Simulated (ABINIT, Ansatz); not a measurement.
# Ba2TaBiO6 (R-3): one start, several treatments of the self-energy

Aim: compare treatments of exchange, screening and correlation for the gap of Ba2TaBiO6 (R-3).

Main program and level: ABINIT 10.8.3; LDA and many-body steps on it, plane waves.

## 1. Set-up

The structure is trigonal, space group R-3 (No. 148). Conventional cell: a = 6.151 Å, b = 6.151 Å, c = 14.869 Å, α = 90.00°, β = 90.00°, γ = 120.00°. Nearest to Ba lie 12 O at 2.76 to 3.40 Å. Nearest to Ta lie 6 O at 2.01 Å. Bi has 6 O at 2.36 Å nearest. Nearest to O lie 1 Ta at 2.01 Å and 1 Bi at 2.36 Å and 4 Ba at 2.76 to 3.40 Å. Farther neighbours and most contacts between anions are not listed.

The cell and positions are those that the Materials Project relaxed with its own functionals (PBE, PBE+U or r2SCAN), kept fixed. Spin-orbit coupling is left out unless a step names it.

## 2. Empty states on the mesh, 2×2×2 mesh, 424 bands

This step: ABINIT 10.8.3; DFT, LDA, plane waves, norm-conserving pseudopotentials.

The sums over transitions need many empty states on a uniform mesh; this step solves for them.

run.abi

```
acell 3*1.0 Angstrom
rprim 
  3.075626834241 1.775713980676 4.956223105800
  -3.075626834241 1.775713980676 4.956223105800
  0.000000000000 -3.551427961352 4.956223105800
ntypat 4
znucl 56 73 83 8
natom 10
typat 1 1 2 3 4 4 4 4 4 4
xred 
  0.748816000000 0.748816000000 0.748816000000
  0.251184000000 0.251184000000 0.251184000000
  0.500000000000 0.500000000000 0.500000000000
  0.000000000000 0.000000000000 0.000000000000
  0.725510000000 0.218856000000 0.322035000000
  0.218856000000 0.322035000000 0.725510000000
  0.322035000000 0.725510000000 0.218856000000
  0.274490000000 0.781144000000 0.677965000000
  0.677965000000 0.274490000000 0.781144000000
  0.781144000000 0.677965000000 0.274490000000
pp_dirpath "pseudos"
pseudos "Ba.upf, Ta.upf, Bi.upf, O.upf"
ecut 62
ngkpt 2 2 2
nshiftk 1
shiftk 0 0 0
kptopt 1
chksymbreak 0
iscf -2
irdden 1
istwfk *1
nband 424
nbdbuf 38
tolwfr 1e-09
nstep 60
prtvol 0
indata_prefix "in"
outdata_prefix "out"
tmpdata_prefix "tmp"
```

Command:

```sh
$ OMP_NUM_THREADS=1 mpirun -n 4 abinit run.abi > log
```

Numbers of over 12 decimals in the logs are rounded to 6 here.

What it wrote:

```text
.Version 10.8.3 of ABINIT. v10.8.2 released Aug 2026.

 Symmetries : space group R-3 (#148); Bravais hR (rhombohedral)
[... echo of the input left out ...]
== DATASET  1 ==================================================================
-   mpi_nproc: 4, omp_nthreads: 1 (-1 if OMP is not activated)

--- !DatasetInfo
iteration_state: {dtset: 1, }
dimensions: {natom: 10, nkpt: 4, mband: 424, nsppol: 1, nspinor: 1, nspden: 1, mpw: 25587, }
cutoff_energies: {ecut:  62.0, pawecutdg:  -1.0, }
[...]
3.49817    3.49818    3.50474    3.50474    3.52789    3.53570    3.53579    3.53976
   3.54168    3.54171    3.54981    3.56541    3.57912    3.59231    3.59459    3.59729
 prteigrs : prtvol=0 or 1, do not print more k-points.

== END DATASET(S) ==============================================================
================================================================================

 -outvars: echo values of variables after computation  --------
            nband         424
             nkpt           4
          spgroup         148
 [... the other variables as echoed above ...]

 Calculation completed.
```

Wall time 18 min (4 MPI ranks of Arm Neoverse V1, shared host); peak memory 1.4 GiB.

This step gave:

```yaml
gap: 2.549 eV
k_of_the_valence_top: 0.5, 0.5, 0.5
k_of_the_conduction_bottom: 0.5, 0, 0
least_direct_gap: 2.577 eV
k_points_computed: 4
lowest_point_of_the_top_converged_band_above_the_valence_top: 83.7490 eV
```

On this mesh the gap is 2.549 eV.

The density comes from a self-consistent run that is not shown.

## 3. Screening, 2×2×2 mesh, 188 bands, screening to 141.5 eV

The RPA dielectric matrix is built and inverted for each q.

This step: RPA screening on LDA, plane waves, norm-conserving pseudopotentials.

run.abi: that of step 2 with these lines changed.

```diff
@@ -28,10 +28,11 @@
 chksymbreak 0
-iscf -2
-irdden 1
 istwfk *1
-nband 424
-nbdbuf 38
-tolwfr 1e-09
-nstep 60
-prtvol 0
+occopt 1
+irdwfk 1
+optdriver 3
+nband 188
+ecuteps 5.2
+inclvkb 2
+awtr 1
+symchi 1
 indata_prefix "in"
```

What it wrote:

```text
.Version 10.8.3 of ABINIT. v10.8.2 released Aug 2026.

 Symmetries : space group R-3 (#148); Bravais hR (rhombohedral)
[... echo of the input left out ...]
== DATASET  1 ==================================================================
-   mpi_nproc: 4, omp_nthreads: 1 (-1 if OMP is not activated)

--- !DatasetInfo
iteration_state: {dtset: 1, }
dimensions: {natom: 10, nkpt: 4, mband: 188, nsppol: 1, nspinor: 1, nspden: 1, mpw: 25587, }
cutoff_energies: {ecut:  62.0, pawecutdg:  -1.0, }
electrons: {nelect:   1.06000000E+02, charge:   0.00000000E+00, occopt:   1.00000000E+00, tsmear:   1.00000000E-02, }

 SCREENING: Calculation of the susceptibility and dielectric matrices

 Based on a program developped by R.W. Godby, V. Olevano, G. Onida, and L. Reining.
 Incorporated in ABINIT by V. Olevano, G.-M. Rignanese, and M. Torrent.
.Using double precision arithmetic ; gwpc =  8

[... cell and pseudopotentials left out ...]
--------------------------------------------------------------------------------

 ==== K-mesh for the wavefunctions ====
 Number of points in the irreducible wedge :     4
[... list of points left out ...]
 Together with  6 symmetry operations and time-reversal symmetry
 yields     8 points in the full Brillouin Zone.

 ==== Q-mesh for the screening function ====
 Number of points in the irreducible wedge :     4
[... list of points left out ...]
 Together with  6 symmetry operations and time-reversal symmetry
 yields     8 points in the full Brillouin Zone.

 setmesh: FFT mesh size selected  =    54x   54x   54
          total number of points  =       157464

 vcoul_init : cutoff-mode = AUXILIARY_FUNCTION
 q-points for optical limit:   1
     1)      0.000010    0.000020    0.000030

- screening: taking advantage of time-reversal symmetry
- Maximum band index for partially occupied states nbvw = 53
- Remaining bands to be divided among processors   nbcw = 135
- Number of bands treated by each node ~33

 Number of electrons calculated from density =  106.0000; Expected =  106.0000
 average of density, n =  0.096716
 r_s =    1.3515
 omega_plasma =   29.9989 [eV]

 calculating chi0 at frequencies [eV] :
  1    0.000000E+00    0.000000E+00
  2    0.000000E+00    2.999894E+01

--------------------------------------------------------------------------------
  q-point number  1        q = ( 0.000000, 0.000000, 0.000000) [r.l.u.]
--------------------------------------------------------------------------------
[... chi0 elements left out ...]
 For q-point:  0.000010 0.000020 0.000030
  dielectric constant =   6.5866
  dielectric constant without local fields =   7.1989

  Average fulfillment of the sum rule on Im[epsilon] for q-point    1 :     50.55  [%]
[... wings left out ...]
  q-point number  2        q = ( 0.500000, 0.000000, 0.000000) [r.l.u.]
--------------------------------------------------------------------------------
[... chi0 elements left out ...]
  Average fulfillment of the sum rule on Im[epsilon] for q-point    2 :     56.48  [%]

 [... 2 further q-points ...]
```

Run time: 6.2 min. Hardware: 4 MPI ranks; peak memory 6.2 GiB; 25 min of CPU time.

Numbers from this step:

```yaml
eps_infinity_with_local_fields_on_this_mesh_along_the_program_s_q_direction: 6.587
the_same_without_local_fields: 7.199
plasma_frequency: 30.00 eV
plane_waves_in_the_screening_matrix: 609
```

Local fields lower ε∞ by 9 %. On a Γ-centred mesh this coarse the value itself is usually too large, while a short band sum pulls it down.

## 4. G0W0, Godby-Needs plasmon pole

The self-energy is evaluated for the states that the input lists, and the levels follow from it, in one-shot runs by the linearised quasiparticle equation.

This step: G0W0 on LDA, plane waves, norm-conserving pseudopotentials.

run.abi: that of step 3 with these lines changed.

```diff
@@ -31,8 +31,19 @@
 irdwfk 1
-optdriver 3
+optdriver 4
 nband 188
+gwcalctyp 0
+ecutsigx 62
+symsigma 1
+nkptgw 3
+kptgw 
+  0.5000000000 0.5000000000 0.5000000000
+  0.5000000000 0.0000000000 0.0000000000
+  0.0000000000 0.0000000000 0.0000000000
+bdgw 
+  52 56
+  52 55
+  51 55
 ecuteps 5.2
-inclvkb 2
-awtr 1
-symchi 1
+irdscr 1
+ppmodel 1
 indata_prefix "in"
```

What it wrote:

```text
.Version 10.8.3 of ABINIT. v10.8.2 released Aug 2026.

 Symmetries : space group R-3 (#148); Bravais hR (rhombohedral)
[... echo of the input left out ...]
== DATASET  1 ==================================================================
-   mpi_nproc: 4, omp_nthreads: 1 (-1 if OMP is not activated)

--- !DatasetInfo
iteration_state: {dtset: 1, }
dimensions: {natom: 10, nkpt: 4, mband: 188, nsppol: 1, nspinor: 1, nspden: 1, mpw: 25587, }
cutoff_energies: {ecut:  62.0, pawecutdg:  -1.0, }
electrons: {nelect:   1.06000000E+02, charge:   0.00000000E+00, occopt:   1.00000000E+00, tsmear:   1.00000000E-02, }

 SIGMA: Calculation of the GW corrections

 Based on a program developped by R.W. Godby, V. Olevano, G. Onida, and L. Reining.
 Incorporated in ABINIT by V. Olevano, G.-M. Rignanese, and M. Torrent.
.Using double precision arithmetic ; gwpc =  8

[... cell and pseudopotentials left out ...]
--------------------------------------------------------------------------------

 ==== K-mesh for the wavefunctions ====
 Number of points in the irreducible wedge :     4
[... list of points left out ...]
 Together with  6 symmetry operations and time-reversal symmetry
 yields     8 points in the full Brillouin Zone.

 ==== Q-mesh for screening function ====
 Number of points in the irreducible wedge :     4
[... list of points left out ...]
 Together with  6 symmetry operations and time-reversal symmetry
 yields     8 points in the full Brillouin Zone.

 vcoul_init : cutoff-mode = AUXILIARY_FUNCTION
 q-points for optical limit:   1
     1)      0.000010    0.000020    0.000030
 setmesh: FFT mesh size selected  =    81x   81x   81
          total number of points  =       531441

 Number of electrons calculated from density =  106.0000; Expected =  106.0000
 average of density, n =  0.096716
 r_s =    1.3515
 omega_plasma =   29.9989 [eV]

 === KS Band Gaps ===
  >>>> For spin  1
   Minimum direct gap =   2.5771 [eV], located at k-point      :   0.5000  0.0000  0.0000
   Fundamental gap    =   2.5491 [eV], Top of valence bands at :   0.5000  0.5000  0.5000
                                       Bottom of conduction at :   0.5000  0.0000  0.0000
 SIGMA fundamental parameters:
 PLASMON POLE MODEL  1
 number of plane-waves for SigmaX                25587
 number of plane-waves for SigmaC and W            609
 number of plane-waves for wavefunctions         25587
 number of bands                                   188
 number of independent spin polarizations            1
 number of spinorial components                      1
 number of k-points in IBZ                           4
 number of q-points in IBZ                           4
 number of symmetry operations                       6
 number of k-points in BZ                            8
 number of q-points in BZ                            8
 number of frequencies for dSigma/dE                 9
 frequency step for dSigma/dE [eV]                0.25
 number of omega for Sigma on real axis              0
 max omega for Sigma on real axis  [eV]           0.00
 zcut for avoiding poles [eV]                     0.10

 EPSILON^-1 parameters (SCR file):
 dimension of the eps^-1 matrix on file            609
 dimension of the eps^-1 matrix used               609
 number of plane-waves for wavefunctions         25587
 number of bands                                   188
 number of q-points in IBZ                           4
 number of frequencies                               2
 number of real frequencies                          1
 number of imag frequencies                          1

 matrix elements of self-energy operator (all in [eV])

 Perturbative Calculation

--- !SelfEnergy_ee
iteration_state: {dtset: 1, }
kpoint     : [   0.500,    0.500,    0.500, ]
spin       : 1
KS_gap     :    2.682
QP_gap     :    3.506
Delta_QP_KS:    0.824
data: !SigmaeeData |
     Band     E0 <VxcDFT>   SigX SigC(E0)      Z dSigC/dE  Sig(E)    E-E0       E
       52   4.962 -18.586 -23.417   5.000   0.768  -0.303 -18.456   0.130   5.092
       53   6.493 -20.412 -23.480   3.673   0.789  -0.267 -19.934   0.478   6.970
       54   9.175 -15.195 -10.580  -3.042   0.827  -0.209 -13.894   1.301  10.476
       55   9.631 -15.656 -11.060  -2.977   0.825  -0.212 -14.321   1.335  10.966
       56   9.631 -15.656 -11.060  -2.977   0.825  -0.212 -14.321   1.335  10.966

--- !SelfEnergy_ee
iteration_state: {dtset: 1, }
kpoint     : [   0.500,    0.000,    0.000, ]
spin       : 1
KS_gap     :    2.577
QP_gap     :    3.398
Delta_QP_KS:    0.821
data: !SigmaeeData |
     Band     E0 <VxcDFT>   SigX SigC(E0)      Z dSigC/dE  Sig(E)    E-E0       E
       52   5.236 -18.788 -23.488   4.915   0.770  -0.299 -18.622   0.166   5.403
[...]
--- !SelfEnergy_ee
iteration_state: {dtset: 1, }
kpoint     : [   0.000,    0.000,    0.000, ]
spin       : 1
KS_gap     :    3.947
QP_gap     :    4.983
Delta_QP_KS:    1.036
data: !SigmaeeData |
     Band     E0 <VxcDFT>   SigX SigC(E0)      Z dSigC/dE  Sig(E)    E-E0       E
[...]
53   5.708 -19.360 -23.390   4.430   0.775  -0.290 -19.050   0.310   6.018
       54   9.655 -13.384  -8.865  -2.901   0.832  -0.202 -12.038   1.346  11.001
       55   9.838 -16.696 -11.919  -3.205   0.815  -0.227 -15.415   1.281  11.119

== END DATASET(S) ==============================================================
================================================================================

 -outvars: echo values of variables after computation  --------
           etotal      0.0000000000E+00
            nband         188
             nkpt           4
          spgroup         148
 [... the other variables as echoed above ...]

 Calculation completed.
```

Elapsed: 79 s, on 4 MPI ranks; peak memory 3.7 GiB.

This step gave:

```
G0W0 gap on the points computed              : 3.365 eV
starting gap on the mesh                     : 2.549 eV
k of the valence top                         : 0.5, 0.5, 0.5
k of the conduction bottom                   : 0.5, 0, 0
Z at the valence top                         : 0.789
Z at the conduction bottom                   : 0.828
least direct G0W0 gap on the computed points : 3.398 eV
```

The gap on the mesh goes from 2.55 eV to 3.37 eV, a correction of +0.82 eV.

## 5. G0W0, von der Linden-Horsch plasmon pole

run.abi: that of step 4 with these lines changed.

```diff
@@ -47,3 +47,3 @@
 irdscr 1
-ppmodel 1
+ppmodel 3
 indata_prefix "in"
```

What it wrote:

```text
.Version 10.8.3 of ABINIT. v10.8.2 released Aug 2026.

 Symmetries : space group R-3 (#148); Bravais hR (rhombohedral)
[... echo of the input left out ...]
== DATASET  1 ==================================================================
-   mpi_nproc: 4, omp_nthreads: 1 (-1 if OMP is not activated)

--- !DatasetInfo
iteration_state: {dtset: 1, }
dimensions: {natom: 10, nkpt: 4, mband: 188, nsppol: 1, nspinor: 1, nspden: 1, mpw: 25587, }
cutoff_energies: {ecut:  62.0, pawecutdg:  -1.0, }
electrons: {nelect:   1.06000000E+02, charge:   0.00000000E+00, occopt:   1.00000000E+00, tsmear:   1.00000000E-02, }

 SIGMA: Calculation of the GW corrections

 Based on a program developped by R.W. Godby, V. Olevano, G. Onida, and L. Reining.
 Incorporated in ABINIT by V. Olevano, G.-M. Rignanese, and M. Torrent.
.Using double precision arithmetic ; gwpc =  8

[... cell and pseudopotentials left out ...]
--------------------------------------------------------------------------------

 ==== K-mesh for the wavefunctions ====
 Number of points in the irreducible wedge :     4
[... list of points left out ...]
 Together with  6 symmetry operations and time-reversal symmetry
 yields     8 points in the full Brillouin Zone.

 ==== Q-mesh for screening function ====
 Number of points in the irreducible wedge :     4
[... list of points left out ...]
 Together with  6 symmetry operations and time-reversal symmetry
 yields     8 points in the full Brillouin Zone.

 vcoul_init : cutoff-mode = AUXILIARY_FUNCTION
 q-points for optical limit:   1
     1)      0.000010    0.000020    0.000030
 setmesh: FFT mesh size selected  =    81x   81x   81
          total number of points  =       531441

 Number of electrons calculated from density =  106.0000; Expected =  106.0000
[...]
number of plane-waves for wavefunctions         25587
 number of bands                                   188
 number of q-points in IBZ                           4
 number of frequencies                               2
 number of real frequencies                          1
 number of imag frequencies                          1

 matrix elements of self-energy operator (all in [eV])

 Perturbative Calculation

--- !SelfEnergy_ee
iteration_state: {dtset: 1, }
kpoint     : [   0.500,    0.500,    0.500, ]
spin       : 1
KS_gap     :    2.682
QP_gap     :    3.499
Delta_QP_KS:    0.816
data: !SigmaeeData |
     Band     E0 <VxcDFT>   SigX SigC(E0)      Z dSigC/dE  Sig(E)    E-E0       E
       52   4.962 -18.586 -23.417   4.815   0.850  -0.177 -18.599  -0.014   4.948
       53   6.493 -20.412 -23.480   3.621   0.856  -0.169 -19.939   0.473   6.966
       54   9.175 -15.195 -10.580  -3.158   0.885  -0.130 -13.906   1.289  10.464
[...]
--- !SelfEnergy_ee
iteration_state: {dtset: 1, }
kpoint     : [   0.500,    0.000,    0.000, ]
spin       : 1
KS_gap     :    2.577
QP_gap     :    3.391
Delta_QP_KS:    0.814
data: !SigmaeeData |
     Band     E0 <VxcDFT>   SigX SigC(E0)      Z dSigC/dE  Sig(E)    E-E0       E
[...]
--- !SelfEnergy_ee
iteration_state: {dtset: 1, }
kpoint     : [   0.000,    0.000,    0.000, ]
spin       : 1
KS_gap     :    3.947
QP_gap     :    4.987
Delta_QP_KS:    1.040
data: !SigmaeeData |
     Band     E0 <VxcDFT>   SigX SigC(E0)      Z dSigC/dE  Sig(E)    E-E0       E
[...]
54   9.655 -13.384  -8.865  -3.089   0.890  -0.124 -12.112   1.271  10.926
       55   9.838 -16.696 -11.919  -3.212   0.878  -0.140 -15.322   1.373  11.211

== END DATASET(S) ==============================================================
================================================================================

 -outvars: echo values of variables after computation  --------
           etotal      0.0000000000E+00
            nband         188
             nkpt           4
          spgroup         148
 [... the other variables as echoed above ...]

 Calculation completed.
```

Elapsed: 44 s, on 4 MPI ranks; peak memory 3.6 GiB; 2.9 min of CPU time.

Numbers from this step:

```
G0W0 gap on the points computed              : 3.356 eV
starting gap on the mesh                     : 2.549 eV
k of the valence top                         : 0.5, 0.5, 0.5
k of the conduction bottom                   : 0.5, 0, 0
Z at the valence top                         : 0.856
Z at the conduction bottom                   : 0.885
least direct G0W0 gap on the computed points : 3.391 eV
```

Against G0W0 in ABINIT (2×2×2 mesh, 188 bands, screening to 141.5 eV, Godby-Needs plasmon pole), the gap moves by −0.009 eV.

[end of part 1 of 2]

[Paths, hosts, dates, memory and timing lines, banners, echoed tables and standing remarks are left out of the program output.]

[Logs are printed without paths, hosts, clocks, repeated set-up lines and the standing remarks that a program may print on its own settings, such as how far it seeks lower states.]

[Runs of the session that timed out or met a known fault of the program may be left out.]

[Hosts, paths, dates, database ids (printed as entryN), source tags and the programs' standing remarks are cut or masked in the printed files.]

[G0W0 gaps are taken among the corrected bands and points alone; a level outside them can change the order at an edge.]

[Where Ansatz stands beside ABINIT at settings called matched, ABINIT's density can come from a denser mesh and the files from another edition; pairs whose starting gaps differed by over 0.03 eV were left out, so agreement reads better than it is.]
